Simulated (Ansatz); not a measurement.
```cif
data_srtio3
_symmetry_space_group_name_H-M 'Pm-3m'
_symmetry_Int_Tables_number 221
_cell_length_a 3.9053
_cell_length_b 3.9053
_cell_length_c 3.9053
_cell_angle_alpha 90.000
_cell_angle_beta 90.000
_cell_angle_gamma 90.000
_cell_volume 59.56
loop_
_atom_site_label
_atom_site_type_symbol
_atom_site_symmetry_multiplicity
_atom_site_Wyckoff_symbol
_atom_site_fract_x
_atom_site_fract_y
_atom_site_fract_z
_atom_site_occupancy
Sr1 Sr 1 b 0.50000 0.50000 0.50000 1
Ti1 Ti 1 a 0.00000 0.00000 0.00000 1
O1 O 3 d 0.50000 0.00000 0.00000 1
_calc_subject 'From HSE06 to G0W0: SrTiO3 (Tausonite)'
_calc_method 'G0W0 on HSE06, plane waves, PAW (and 1 further level or step)'
_calc_program 'Ansatz 0.2.0'
_calc_settings_of_one_run 'cutoff 420 eV, 4×4×4 k-mesh, default PAW, empty bands 177, screening cutoff 120 eV, screening contour deformation, QP bands (v2, c2)'
_calc_cost '2 runs, 41 s in all on 1 × NVIDIA H100 80GB HBM3 (shared by 6 runs) with 3 threads of AMD EPYC 7R13 (Zen 3), shared host (the runs of this entry)'
_calc_notes 'In doubt: masses and optical values from hybrid runs of this build are listed as unsure (in some of the runs), which bears on the screening that GW takes from such a start. The cell and positions come from the Crystallography Open Database and are kept as given unless a step says otherwise. Limits: no spin-orbit coupling. The differences hold parts that these runs do not separate: finite bands, cutoffs and mesh, points of the zone that were not corrected, the start of G0W0, spin-orbit coupling missing from it, static nuclei, no electron-hole attraction, and what each experiment reads as the gap. How much each gives is not known from the steps shown.'
_calc_hse06_gap_over_mesh_and_listed_points '3.325 eV, from k = (0.500, 0.500, 0.500) to k = Γ'
_calc_g0w0_hse06_gap_over_6_of_10_irreducible_mesh_points '3.711 eV, from k = (-0.500, -0.500, -0.500) to k = Γ'
_calc_gw_settings '4×4×4 mesh, 177 empty bands, screening to 120 eV'
_calc_known_limits 'finite bands, screening cutoff and k mesh; no spin-orbit coupling in G0W0'
```

[Paths, hosts, dates, memory and timing lines, banners, echoed tables and standing remarks are left out of the program output.]

[Logs are printed without paths, hosts, clocks, repeated set-up lines and the standing remarks that a program may print on its own settings, such as how far it seeks lower states.]

[Runs of the session that timed out or met a known fault of the program may be left out.]

[Cells called generated may have been cut or substituted from an entry of the Crystallography Open Database or the Materials Project.]

[Hosts, paths, dates, database ids (printed as entryN), source tags and the programs' standing remarks are cut or masked in the printed files.]
